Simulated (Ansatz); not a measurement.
Rows from a G0W0 calculation on Sb (honeycomb bilayer) (Ansatz 0.2.0; G0W0 on PBEsol, plane waves, PAW; PAW set soft_1; 6×6×1 mesh, 768 empty bands, screening to 75 eV, PAW set soft_1 files), in eV. Spin-orbit coupling is left out.

```csv
row,Σx,Σc,Vxc,Z
A,-13.99,0.73,-12.92,0.72
B,-14.99,0.53,-14.16,0.73
C,-9.32,-3.48,-13.25,0.75
D,-7.63,-2.97,-10.84,0.74
E,-9.50,-3.70,-13.70,0.74
F,-8.08,-3.17,-11.53,0.73
```

Question: Which rows are filled states and which are empty ones, and how can one tell?

Filled: A and B. Empty: C, D, E and F. The sign of Σc tells: for a filled state bare exchange, which holds its interaction with itself, lies below Vxc (Σx − Vxc is -0.8 eV or lower here) and screening gives part back as a positive Σc. For an empty state Σx lies above Vxc (+3.2 eV or more) and the Coulomb hole leaves Σc negative.

[Paths, hosts, dates, memory and timing lines, banners, echoed tables and standing remarks are left out of the program output.]

[Logs are printed without paths, hosts, clocks, repeated set-up lines and the standing remarks that a program may print on its own settings, such as how far it seeks lower states.]

[Runs of the session that timed out or met a known fault of the program may be left out.]

[Cells called generated may have been cut or substituted from an entry of the Crystallography Open Database or the Materials Project.]

[Hosts, paths, dates, database ids (printed as entryN), source tags and the programs' standing remarks are cut or masked in the printed files.]
